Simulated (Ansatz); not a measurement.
The compound is RbPrSe2 (R-3m).

Symmetry: R-3m, No. 166, trigonal system. Conventional cell: a = 4.352 Å, b = 4.352 Å, c = 23.655 Å, α = 90.00°, β = 90.00°, γ = 120.00°. Rb has 6 Se at 3.44 Å nearest. Pr has 6 Se at 2.98 Å nearest. Nearest to Se lie 3 Pr at 2.98 Å and 3 Rb at 3.44 Å. Farther neighbours and most contacts between anions are not listed.

```cif
data_structure
_symmetry_space_group_name_H-M 'P 1'
_symmetry_Int_Tables_number 1
_cell_length_a 8.2757
_cell_length_b 8.2757
_cell_length_c 8.2757
_cell_angle_alpha 30.492
_cell_angle_beta 30.492
_cell_angle_gamma 30.492
_cell_volume 129.36
loop_
_atom_site_label
_atom_site_type_symbol
_atom_site_fract_x
_atom_site_fract_y
_atom_site_fract_z
_atom_site_occupancy
Rb1 Rb 0.00000 0.00000 0.00000 1
Pr2 Pr 0.50000 0.50000 0.50000 1
Se3 Se 0.23421 0.23421 0.23421 1
Se4 Se 0.76579 0.76579 0.76579 1
```

The cell and positions come from the Crystallography Open Database and are kept as given unless a step says otherwise. Spin-orbit coupling is left out unless a run names it. PAW set soft_2, made with PBE.

A constrained-RPA run (Ansatz 0.2.0; non-magnetic LDA; Pr f, bands v1 to c6, 4×4×4 mesh, medium accuracy) builds 7 functions on bands 0.53 eV wide, with 2.0 electrons in the window. The bare on-site interaction is 23.4 eV and the bare J 0.63 eV.

What U and J survive the screening?

On the Pr f shell, U = 4.14 eV (18 % of the bare value), U′ = 3.14 eV, J = 0.48 eV.

The parent state is non-magnetic and the interaction static (zero frequency); U depends on the window and the orbitals, so it belongs to this model alone.

[Paths, hosts, dates, memory and timing lines, banners, echoed tables and standing remarks are left out of the program output.]

[Logs are printed without paths, hosts, clocks, repeated set-up lines and the standing remarks that a program may print on its own settings, such as how far it seeks lower states.]

[Runs of the session that timed out or met a known fault of the program may be left out.]

[Hosts, paths, dates, database ids (printed as entryN), source tags and the programs' standing remarks are cut or masked in the printed files.]
